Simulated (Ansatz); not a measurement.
# ScV, from a guessed structure to a relaxed one

This structure for ScV is made up. Its elements were placed in a known structure type with a cell scaled to their sizes. What cell does the guess relax to, and how far off was it?

Calculated with Ansatz 0.2.0; DFT, PBE, plane-wave PAW, files of the set soft_1, scalar-relativistic, ferromagnetic start, cell and ions relaxed at zero pressure; PAW set soft_1.

## (1) Starting point

It takes space group Pm-3m (No. 221, cubic). Conventional cell: a = 3.237 Å, b = 3.237 Å, c = 3.237 Å, α = 90.00°, β = 90.00°, γ = 90.00°. V has 8 Sc at 2.80 Å nearest. Sc has 8 V at 2.80 Å nearest. Farther neighbours are not listed.

## (2) Relaxation of the guess

The guessed cell has no reason to be at equilibrium. It is relaxed with the atoms, within the space group of the guess.

The input, input.yaml:

```yaml
crystal:
  lattice:
    - [3.237, 0.0, 0.0]
    - [0.0, 3.237, 0.0]
    - [0.0, 0.0, 3.237]
  atoms:
    - { symbol: V, position: [0.0, 0.0, 0.0], spin: 2.0 }
    - { symbol: Sc, position: [0.5, 0.5, 0.5] }
magnetization:
  spin_polarized: true
kpoints:
  mp_grid: { grid: [8, 8, 8] }
scf:
  occupations: { method: fermi_dirac, width: 0.05 }
hamiltonian:
  xc: pbe
  pseudopotentials: { kind: paw, azcp: { folder: soft_1 } }
relax:
  f_tol: 0.015
  max_steps: 70
  cell: {}
output:
  forces: true
  stress: true
```

Command:

```
ansatz run input.yaml --threads 4 --pin off --max-ram 8192MiB --backend cpu --events-out ev --progress --plain --runs-dir out
```

Numbers of over 12 decimals in the logs are rounded to 6 here.

The program printed:

```text
Engine: ansatz 0.2.0, aarch64-unknown-linux-gnu
Pseudopotentials: kind: paw
Pseudopotential: V, paw, valence charge 13, recommended cutoff 420 eV (normal), soft_1/V.paw.azcp
Pseudopotential: Sc, paw, valence charge 11, recommended cutoff 420 eV (normal), soft_1/Sc.paw.azcp
Functional definition: PBE
  parameter kappa = 0.804
  parameter beta = 0.066725
  exchange = pbe_x(kappa = kappa, mu = beta*pi^2/3)
  correlation = pbe_c(beta = beta)
Crystal: 2 atoms, lattice volume = 33.918 Å³
Basis set: ecut = 420 eV, 691 PW (Γ), exchange–correlation on 48×48×48 points (8 copies of the dense FFT grid, shifted against one another)
Bands: 17, of which v1, the nominal top of the filled ones, is band 12 counted from 1 (11 counted from 0)
Symmetry: 48 space group operations
Space group: Pm-3m (ITA 221), of the structure as read, at distance tolerance 3.2e-5 Å
Magnetic group: BNS 221.92 (UNI 1594), of the structure as read, at distance tolerance 3.2e-5 Å
k-points: 35 of 512
Non-local potential: V, projectors of the file, l = 0: 3, l = 1: 2, l = 2: 3, l = 3: 1
Non-local potential: Sc, projectors of the file, l = 0: 3, l = 1: 2, l = 2: 3, l = 3: 1
PAW form: soft (Blöchl's): semilocal exchange-correlation on the pseudo side does not see the compensation charge
PAW one-centre angular grid: V, 590 points (default); XC on 64 Gauss nodes
PAW one-centre angular grid: Sc, 590 points (default); XC on 64 Gauss nodes
Initial density: superposition of atomic densities (chi_scale 0.1, normalization cell)
Starting moments: Σ|m| = 2 μB on 1 of 2 sites
Initial wavefunctions: pseudopotential atomic-orbital guess
Functional: x = pbe(κ = 0.804, μ = 0.219515), c = pbe(β = 0.066725)
SCF iter   1: F=—  HF=-5047.464269 eV  |F-HF|=—  |Δ(HF+E_count)|=         —  Δρ=3.96e-2 (↑3.96e-2 ↓1.65e-2)  dr2=8.29e-1  dr2_m=1.20e-1  M=2.220 μB ∫|m|=2.221 μB  β_m=0.30  ethr=3.10e-3  ⟨swp⟩=3.5  Hψ=4596  notcnv=0
Mixer restart at iter 1: flushing history
preconditioner: auto → none  [metal: Δε(μ)=0.002 eV  Ē_g=3.745 eV  σ=0.050 eV  W_gap=0.01  n_scr=6 (ndim 8)  ℏωp=18.0 eV  f_vac=0.000  D(μ)=3.51/eV (n_scr^D=32)  sad-step TF]
SCF iter   2: F=—  HF=-5047.078915 eV  |F-HF|=—  |Δ(HF+E_count)|=   3.85e-1  Δρ=1.77e-2 (↑1.77e-2 ↓1.44e-2)  dr2=1.84e-1  dr2_m=4.32e-2  M=2.301 μB ∫|m|=2.302 μB  β_m=0.40  ethr=3.10e-3  ⟨swp⟩=2.0  Hψ=2025  notcnv=0  defer=11
SCF iter   3: F=—  HF=-5047.148483 eV  |F-HF|=—  |Δ(HF+E_count)|=         —  Δρ=8.80e-3 (↑8.80e-3 ↓7.31e-3)  dr2=8.87e-3  dr2_m=1.60e-2  M=2.457 μB ∫|m|=2.458 μB  β_m=0.40  ethr=7.65e-4  ⟨swp⟩=2.1  Hψ=1988  notcnv=0  defer=13
Mixer restart at iter 3: flushing history
SCF iter   4: F=—  HF=-5047.214488 eV  |F-HF|=—  |Δ(HF+E_count)|=   6.60e-2  Δρ=1.12e-2 (↑1.12e-2 ↓6.43e-3)  dr2=2.96e-2  dr2_m=1.92e-2  M=2.620 μB ∫|m|=2.622 μB  β_m=0.40  ethr=3.69e-5  ⟨swp⟩=2.1  Hψ=1835  notcnv=0  defer=13
SCF iter   5: F=—  HF=-5047.282408 eV  |F-HF|=—  |Δ(HF+E_count)|=   6.79e-2  Δρ=6.43e-3 (↑6.43e-3 ↓4.84e-3)  dr2=1.03e-3  dr2_m=9.39e-3  M=2.648 μB ∫|m|=2.649 μB  β_m=0.56  ethr=3.69e-5  ⟨swp⟩=2.0  Hψ=2230  notcnv=0  defer=13
SCF iter   6: F=—  HF=-5047.343114 eV  |F-HF|=—  |Δ(HF+E_count)|=   6.07e-2  Δρ=6.85e-3 (↑6.85e-3 ↓3.24e-3)  dr2=1.59e-2  dr2_m=6.43e-3  M=2.867 μB ∫|m|=2.869 μB  β_m=0.69  ethr=4.28e-6  ⟨swp⟩=2.0  Hψ=2488  notcnv=0  defer=13
SCF iter   7: F=—  HF=-5047.348982 eV  |F-HF|=—  |Δ(HF+E_count)|=         —  Δρ=1.30e-3 (↑1.30e-3 ↓1.20e-3)  dr2=3.67e-4  dr2_m=4.23e-4  M=2.931 μB ∫|m|=2.933 μB  β_m=0.69  ethr=4.28e-6  ⟨swp⟩=2.1  Hψ=2494  notcnv=0  defer=13
Mixer restart at iter 7: flushing history
SCF iter   8: F=—  HF=-5047.349234 eV  |F-HF|=—  |Δ(HF+E_count)|=   2.52e-4  Δρ=1.66e-3 (↑1.66e-3 ↓8.37e-4)  dr2=7.75e-4  dr2_m=4.02e-4  M=2.952 μB ∫|m|=2.954 μB  β_m=0.72  ethr=1.53e-6  ⟨swp⟩=2.0  Hψ=2343  notcnv=0  defer=13
SCF iter   9: F=—  HF=-5047.349254 eV  |F-HF|=—  |Δ(HF+E_count)|=   2.00e-5  Δρ=1.43e-3 (↑1.43e-3 ↓5.28e-4)  dr2=1.53e-3  dr2_m=9.76e-5  M=2.949 μB ∫|m|=2.952 μB  β_m=0.55  ethr=1.53e-6  ⟨swp⟩=2.0  Hψ=2353  notcnv=0  defer=13
SCF iter  10: F=—  HF=-5047.349324 eV  |F-HF|=—  |Δ(HF+E_count)|=   6.98e-5  Δρ=6.11e-4 (↑6.11e-4 ↓2.92e-4)  dr2=5.82e-5  dr2_m=5.83e-5  M=2.968 μB ∫|m|=2.970 μB  β_m=0.52  ethr=1.53e-6  ⟨swp⟩=2.0  Hψ=2119  notcnv=0  defer=13
SCF iter  11: F=—  HF=-5047.349328 eV  |F-HF|=—  |Δ(HF+E_count)|=   4.41e-6  Δρ=1.60e-4 (↑1.60e-4 ↓5.88e-5)  dr2=6.03e-6  dr2_m=3.40e-6  M=2.975 μB ∫|m|=2.977 μB  β_m=0.76  ethr=2.42e-7  ⟨swp⟩=2.1  Hψ=1539  notcnv=0  defer=13
SCF iter  12: F=—  HF=-5047.349330 eV  |F-HF|=—  |Δ(HF+E_count)|=   1.48e-6  Δρ=4.04e-5 (↑4.04e-5 ↓2.53e-5)  dr2=1.58e-7  dr2_m=3.18e-7  M=2.975 μB ∫|m|=2.978 μB  β_m=0.88  ethr=2.51e-8  ⟨swp⟩=2.0  Hψ=1447  notcnv=0  defer=13
SCF iter  13: F=—  HF=-5047.349330 eV  |F-HF|=—  |Δ(HF+E_count)|=   4.24e-8  Δρ=4.74e-6 (↑4.74e-6 ↓4.23e-6)  dr2=4.02e-10  dr2_m=5.92e-9  M=2.976 μB ∫|m|=2.978 μB  β_m=0.94  ethr=6.57e-10  ⟨swp⟩=2.3  Hψ=1810  notcnv=0  defer=13
SCF iter  14: F=-5047.349330 eV  HF=-5047.349330 eV  |F-HF|=3.27e-11  |Δ(HF+E_count)|=   1.02e-8  Δρ=3.58e-7 (↑3.58e-7 ↓2.57e-7)  dr2=2.76e-11  dr2_m=2.49e-11  M=2.976 μB ∫|m|=2.978 μB  ethr=1.68e-12  ⟨swp⟩=1.0  Hψ=3538  notcnv=0
SCF 1 converged in 14 iterations: F = -5047.349330 eV  dr2 = 2.76e-11
  greatest PAW one-centre occupation: 1.000 electrons in one spin orbital (limit 2), on the V atom at site 0 (counted from 0), in its partial waves of l = 0
relax step   1: F+E_penalty+E_count = -5047.34932979 eV  Δ(F+E_penalty+E_count) = +0.000e0 eV  max|allowed force component| = 9.565e-30 eV/Å  Δτ_max = 0.0000 Å  P = +13.157 GPa  Ω = 33.918 Å³  (14 SCF iters, dr2 threshold 1.00e-7 eV, accepted)
Crystal: 2 atoms, lattice volume = 39.124 Å³
Basis set: ecut = 420 eV, 751 PW (Γ), exchange–correlation on 48×48×48 points (8 copies of the dense FFT grid, shifted against one another)
Initial density: handed on by an earlier stage of this run
Starting moments: Σ|m| = 2 μB on 1 of 2 sites; this step starts from the density that it was given
Initial wavefunctions: those handed on with the density
iter 1 solved again at ethr=2.78e-4 eV; its pass at ethr=3.10e-3 eV (dr2=6.68e-2 eV) is discarded
SCF iter   1: F=—  HF=-5047.533335 eV  |F-HF|=—  |Δ(HF+E_count)|=         —  Δρ=2.34e-2 (↑2.34e-2 ↓1.30e-2)  dr2=6.77e-2  dr2_m=1.15e-1  M=3.432 μB ∫|m|=3.438 μB  β_m=0.30  ethr=2.78e-4  ⟨swp⟩=1.0  Hψ=7436  notcnv=0
preconditioner: auto → none  [metal: Δε(μ)=0.060 eV  Ē_g=3.216 eV  σ=0.050 eV  W_gap=0.28  n_scr=6 (ndim 8)  ℏωp=16.8 eV  f_vac=0.000  D(μ)=2.19/eV (n_scr^D=18)]
[...]
SCF iter   9: F=-5047.537140 eV  HF=-5047.537140 eV  |F-HF|=2.16e-10  |Δ(HF+E_count)|=   6.74e-9  Δρ=7.53e-7 (↑7.53e-7 ↓3.79e-7)  dr2=3.72e-10  dr2_m=7.84e-11  M=3.413 μB ∫|m|=3.419 μB  ethr=1.22e-10  ⟨swp⟩=1.2  Hψ=2933  notcnv=0
SCF 2 converged in 9 iterations: F = -5047.537140 eV  dr2 = 3.72e-10
relax step   2: F+E_penalty+E_count = -5047.53714002 eV  Δ(F+E_penalty+E_count) = -1.878e-1 eV  max|allowed force component| = 9.466e-30 eV/Å  Δτ_max = 0.0000 Å  P = -0.075 GPa  Ω = 39.124 Å³  energy of the carried Pulay correction = -1.544e-3 eV  (9 SCF iters, dr2 threshold 2.00e-7 eV, accepted)
Crystal: 2 atoms, lattice volume = 39.090 Å³
iter 1 solved again at ethr=6.58e-9 eV; its pass at ethr=3.10e-3 eV (dr2=1.58e-6 eV) is discarded
SCF iter   1: F=—  HF=-5047.537157 eV  |F-HF|=—  |Δ(HF+E_count)|=         —  Δρ=1.38e-4 (↑1.38e-4 ↓8.54e-5)  dr2=1.83e-6  dr2_m=4.25e-6  M=3.411 μB ∫|m|=3.416 μB  β_m=0.65  ethr=6.58e-9  ⟨swp⟩=2.0  Hψ=6827  notcnv=0
preconditioner: auto → none  [metal: Δε(μ)=0.039 eV  Ē_g=3.305 eV  σ=0.050 eV  W_gap=0.19  n_scr=0 (ndim 8)  ℏωp=16.8 eV  f_vac=0.000  D(μ)=2.36/eV (n_scr^D=26)]
SCF iter   2: F=—  HF=-5047.537157 eV  |F-HF|=—  |Δ(HF+E_count)|=   4.62e-7  Δρ=3.51e-5 (↑2.44e-5 ↓3.51e-5)  dr2=1.07e-6  dr2_m=4.53e-8  M=3.411 μB ∫|m|=3.416 μB  β_m=0.44  ethr=6.58e-9  ⟨swp⟩=2.0  Hψ=2057  notcnv=0
SCF iter   3: F=—  HF=-5047.537158 eV  |F-HF|=—  |Δ(HF+E_count)|=   1.21e-6  Δρ=2.95e-5 (↑2.95e-5 ↓2.25e-5)  dr2=5.63e-8  dr2_m=2.29e-7  M=3.411 μB ∫|m|=3.416 μB  β_m=0.50  ethr=4.44e-9  ⟨swp⟩=2.0  Hψ=2041  notcnv=0
SCF iter   4: F=—  HF=-5047.537159 eV  |F-HF|=—  |Δ(HF+E_count)|=   5.65e-7  Δρ=1.02e-5 (↑1.02e-5 ↓9.62e-6)  dr2=5.52e-9  dr2_m=3.24e-8  M=3.411 μB ∫|m|=3.416 μB  β_m=0.50  ethr=2.34e-10  ⟨swp⟩=2.0  Hψ=1964  notcnv=0
SCF iter   5: F=—  HF=-5047.537159 eV  |F-HF|=—  |Δ(HF+E_count)|=   1.39e-7  Δρ=2.80e-6 (↑1.81e-6 ↓2.80e-6)  dr2=2.83e-9  dr2_m=1.39e-9  M=3.411 μB ∫|m|=3.416 μB  β_m=0.75  ethr=2.30e-11  ⟨swp⟩=2.7  Hψ=2058  notcnv=0
SCF iter   6: F=—  HF=-5047.537159 eV  |F-HF|=—  |Δ(HF+E_count)|=   6.69e-8  Δρ=1.16e-6 (↑1.16e-6 ↓5.55e-7)  dr2=1.22e-9  dr2_m=8.77e-11  M=3.411 μB ∫|m|=3.416 μB  β_m=0.88  ethr=1.18e-11  ⟨swp⟩=2.0  Hψ=1931  notcnv=0
SCF iter   7: F=-5047.537159 eV  HF=-5047.537159 eV  |F-HF|=4.41e-9  |Δ(HF+E_count)|=   1.03e-8  Δρ=2.37e-6 (↑2.37e-6 ↓5.88e-7)  dr2=4.90e-9  dr2_m=3.62e-10  M=3.411 μB ∫|m|=3.416 μB  ethr=5.07e-12  ⟨swp⟩=1.0  Hψ=3462  notcnv=0
SCF 3 converged in 7 iterations: F = -5047.537159 eV  dr2 = 4.90e-9
relax step   3: F+E_penalty+E_count = -5047.53715892 eV  Δ(F+E_penalty+E_count) = -1.890e-5 eV  max|allowed force component| = 2.761e-30 eV/Å  Δτ_max = 0.0000 Å  P = -0.015 GPa  Ω = 39.090 Å³  energy of the carried Pulay correction = -1.535e-3 eV  (7 SCF iters, dr2 threshold 1.40e-8 eV, accepted)
[...]
relax step   4: F+E_penalty+E_count = -5047.53965271 eV  Δ(F+E_penalty+E_count) = -2.494e-3 eV  max|allowed force component| = 2.991e-30 eV/Å  Δτ_max = 0.0000 Å  P = +0.071 GPa  Ω = 39.090 Å³  stress off target by 7.14e-2 GPa  SCF on the basis re-selected at this cell (its energy is not comparable with the rows above)  (11 SCF iters)
[...]
relax step   5: F+E_penalty+E_count = -5047.53965148 eV  Δ(F+E_penalty+E_count) = +1.231e-6 eV  max|allowed force component| = 6.656e-30 eV/Å  Δτ_max = 0.0000 Å  P = +0.002 GPa  Ω = 39.131 Å³  energy of the carried Pulay correction = -1.047e-5 eV  (7 SCF iters, dr2 threshold 1.27e-8 eV, accepted)
iter 1 solved again at ethr=2.30e-10 eV; its pass at ethr=3.10e-3 eV (dr2=5.52e-8 eV) is discarded
SCF iter   1: F=—  HF=-5047.539655 eV  |F-HF|=—  |Δ(HF+E_count)|=         —  Δρ=4.96e-7 (↑4.96e-7 ↓3.09e-7)  dr2=8.95e-11  dr2_m=2.08e-11  M=3.414 μB ∫|m|=3.420 μB  β_m=0.65  ethr=2.30e-10  ⟨swp⟩=3.1  Hψ=8283  notcnv=0
preconditioner: auto → none  [metal: Δε(μ)=0.039 eV  Ē_g=3.302 eV  σ=0.050 eV  W_gap=0.19  n_scr=0 (ndim 8)  ℏωp=16.8 eV  f_vac=0.000  D(μ)=2.35/eV (n_scr^D=26)]
SCF iter   2: F=—  HF=-5047.539655 eV  |F-HF|=—  |Δ(HF+E_count)|=  6.45e-10  Δρ=3.31e-7 (↑3.31e-7 ↓1.32e-7)  dr2=2.01e-11  dr2_m=1.13e-11  M=3.414 μB ∫|m|=3.420 μB  β_m=0.42  ethr=1.00e-12  ⟨swp⟩=2.0  Hψ=1996  notcnv=0
SCF iter   3: F=—  HF=-5047.539655 eV  |F-HF|=—  |Δ(HF+E_count)|=  4.82e-11  Δρ=2.10e-7 (↑2.10e-7 ↓1.06e-7)  dr2=1.24e-11  dr2_m=5.65e-12  M=3.414 μB ∫|m|=3.420 μB  β_m=0.56  ethr=1.00e-12  ⟨swp⟩=1.6  Hψ=1295  notcnv=0
SCF iter   4: F=—  HF=-5047.539655 eV  |F-HF|=—  |Δ(HF+E_count)|=  1.61e-10  Δρ=1.71e-7 (↑1.71e-7 ↓5.27e-8)  dr2=1.20e-11  dr2_m=3.17e-12  M=3.414 μB ∫|m|=3.420 μB  β_m=0.78  ethr=1.00e-12  ⟨swp⟩=1.6  Hψ=1280  notcnv=0
SCF iter   5: F=—  HF=-5047.539655 eV  |F-HF|=—  |Δ(HF+E_count)|=  8.73e-11  Δρ=6.08e-8 (↑6.08e-8 ↓2.59e-8)  dr2=3.16e-12  dr2_m=2.70e-13  M=3.414 μB ∫|m|=3.420 μB  β_m=0.65  ethr=1.00e-12  ⟨swp⟩=1.7  Hψ=1325  notcnv=0
SCF iter   6: F=-5047.539655 eV  HF=-5047.539655 eV  |F-HF|=9.09e-13  |Δ(HF+E_count)|=  8.19e-12  Δρ=4.77e-8 (↑4.77e-8 ↓1.80e-8)  dr2=2.40e-12  dr2_m=1.40e-13  M=3.414 μB ∫|m|=3.420 μB  ethr=1.00e-12  ⟨swp⟩=3.0  Hψ=3798  notcnv=0
SCF 6 converged in 6 iterations: F = -5047.539655 eV  dr2 = 2.40e-12
relax step   6: F+E_penalty+E_count = -5047.53965522 eV  Δ(F+E_penalty+E_count) = -3.744e-6 eV  max|allowed force component| = 3.994e-30 eV/Å  Δτ_max = 0.0000 Å  P = +0.002 GPa  Ω = 39.131 Å³  stress off target by 1.79e-3 GPa  SCF on the basis re-selected at this cell (its energy is not comparable with the rows above)  (6 SCF iters)
basis re-selected at this cell: Δ(F+E_penalty+E_count) = -3.744e-6 eV, ΔP = +0.000 GPa vs the last step (what re-selecting the basis moved, of the pressure what is left beyond the Pulay correction that the steps carried, after the strain that the cell walked since its last selection, with what the two solves' SCF thresholds leave and, on support functions, any second-order correction that the steps lacked; it is no m [...]
SCF converged after 6 iterations
Magnetization: 3.4145 μB (13.7072 up, 10.2928 down)
Absolute magnetization: 3.4200 μB (∫|ρ↑−ρ↓|, with the PAW one-centre terms)
Spin contamination: 0.0308 ħ² per cell (⟨S²⟩ above its minimum at these occupations)
Per-site moments (μB) at R_I (Å): [(2.341724, 1.212813), (0.382285, 1.212813)]
Free energy (F): -5047.539655 eV
Harris-Foulkes:  -5047.539655 eV  (|F-HF|=9.09e-13)
Internal energy: -5047.520164 eV  (E = F + TS)
E sigma→0 (E₀):  -5047.529910 eV
Entropy (-TS):   -0.019491 eV (-9.746 meV/atom)
Fermi energy:    11.347854 eV
--- Per-component energies (eV) ---
  E_band       = -352.299090
  E_kinetic    = 501.616146
  E_local      = -2010.363608  (includes V_loc(G=0)·N_el)
  E_nonlocal   = 226.908050
  E_hartree    = 782.822109
  E_xc         = -199.556559
  E_vxc        = -249.226394  (∫ρ·V_xc dr)
  E_paw        = -2117.593341  (= ΣΔE_a)
  E_vpaw       = -386.878719  (= ΣTr[D̂ρ^β])
  E_aug_tail   = 0.001178  (compensation charges beyond the density's cutoff)
  E_ewald      = -2231.354140
  E_smearing   = -0.019491  (= −TS)
  E_closure    = -0.000000  (closes the sum)
  Σ components = -5047.539655   (vs F -5047.539655, Δ=0.00e0)
--- Forces (eV/Å), atoms counted from 1 ---
  atom   1  V     -0.00000000     0.00000000     0.00000000
  atom   2  Sc    -0.00000000    -0.00000000    -0.00000000
  max |Σ_I F_I| component: 7.79e-30 eV/Å
--- Stress (GPa, compression-positive) ---
        0.001790      -0.000000       0.000000
       -0.000000       0.001790       0.000000
        0.000000       0.000000       0.001790
  P = ⅓ Tr σ = 0.0018 GPa (0.018 kbar)
--- Relaxed structure (4 steps of the walk, 4 accepted, 2 SCFs on fresh bases) ---
  F+E_penalty+E_count = -5047.53965522 eV   max|allowed force component| = 3.994e-30 eV/Å   (the final SCF, on the basis selected at the relaxed cell)
  cell:  # Å, volume = 39.1307 Å³
    - [3.394995, 0, 0]
    - [0, 3.394995, 0]
    - [0, 0, 3.394995]
  atoms:
    - { symbol: V, position: [0, 0, 0] }
    - { symbol: Sc, position: [0.5, 0.5, 0.5] }
```

The job ended after 7.1 s (4 threads of Arm Neoverse V1, shared host; peak memory 0.35 GiB).

Step by step:

```csv
step,energy less that of the first step (eV),largest force component (eV/Å),pressure (GPa),volume (Å³)
1,0.0000,0.0000,13.16,33.92
2,-0.1878,0.0000,-0.07,39.12
3,-0.1878,0.0000,-0.02,39.09
4*,-0.1903,0.0000,0.07,39.09
5,-0.1903,0.0000,0.00,39.13
6*,-0.1903,0.0000,0.00,39.13
```

Relaxation steps marked * repeat the geometry before them on a plane-wave basis chosen anew for their cell, so energy and pressure can jump there.

The run keeps the 48 symmetry operations that it works with, so distortions that break them were not tested.

```csv
"conventional cell, symmetrised",before,after,change
a (Å),3.237,3.395,+4.9 %
b (Å),3.237,3.395,+4.9 %
c (Å),3.237,3.395,+4.9 %
volume (Å³/atom),16.96,19.57,+15.4 %
```

Final coordinates:

```xyz
2
Lattice="3.3950 0.0000 0.0000 0.0000 3.3950 0.0000 0.0000 0.0000 3.3950" Properties=species:S:1:pos:R:3 pbc="T T T"
V     0.0000    0.0000    0.0000
Sc    1.6975    1.6975    1.6975
```

This step gave:

```yaml
free_energy: -5047.5397 eV
energy_at_zero_smearing: -5047.5299 eV
smearing_term_ts: 0.01949 eV
fermi_energy: 11.35 eV
magnetization: 3.414 μB
absolute_magnetization: 3.420 μB
site_moments: 2.342, 0.3823 μB
electrons: 24
symmetry_operations: 48
pressure: 0.001790 GPa
```

Site moment by atom:

```csv
atom,site moment (μB)
V1,2.34
Sc2,0.38
```

Shortest distances by pair of elements, guess and relaxed (not always the same contact):

```csv
pair,guess (Å),relaxed (Å)
Sc–V,2.803,2.940
V–V,3.237,3.395
Sc–Sc,3.237,3.395
```

The relaxation ends with a pressure of 0.00 GPa.

## (3) Results

```json
{"space group, relaxed": "Pm-3m", "conventional cell": "a = 3.395, b = 3.395, c = 3.395 Å; α = 90.0°, β = 90.0°, γ = 90.0°", "volume per atom": "19.57 Å³ (guess 16.96)", "total moment": "3.41 μB in the cell of 2 atoms"}
```

ScV relaxes to Pm-3m with a = 3.395, b = 3.395 and c = 3.395 Å. The guessed volume was 13 % too small. The space group Pm-3m was held in the relaxation, so the end point is a stationary structure within it and may be a saddle against distortions or other arrangements. The input starts from parallel moments, and no other start was typed. Mesh and cutoff weren't tested. No dispersion term is used, so weakly bound directions may come out too long. Nothing here tests whether the compound is stable against decomposition.

[Logs are printed without paths, hosts, clocks, repeated set-up lines and the standing remarks that a program may print on its own settings, such as how far it seeks lower states.]

[Hosts, paths, dates, database ids (printed as entryN), source tags and the programs' standing remarks are cut or masked in the printed files.]
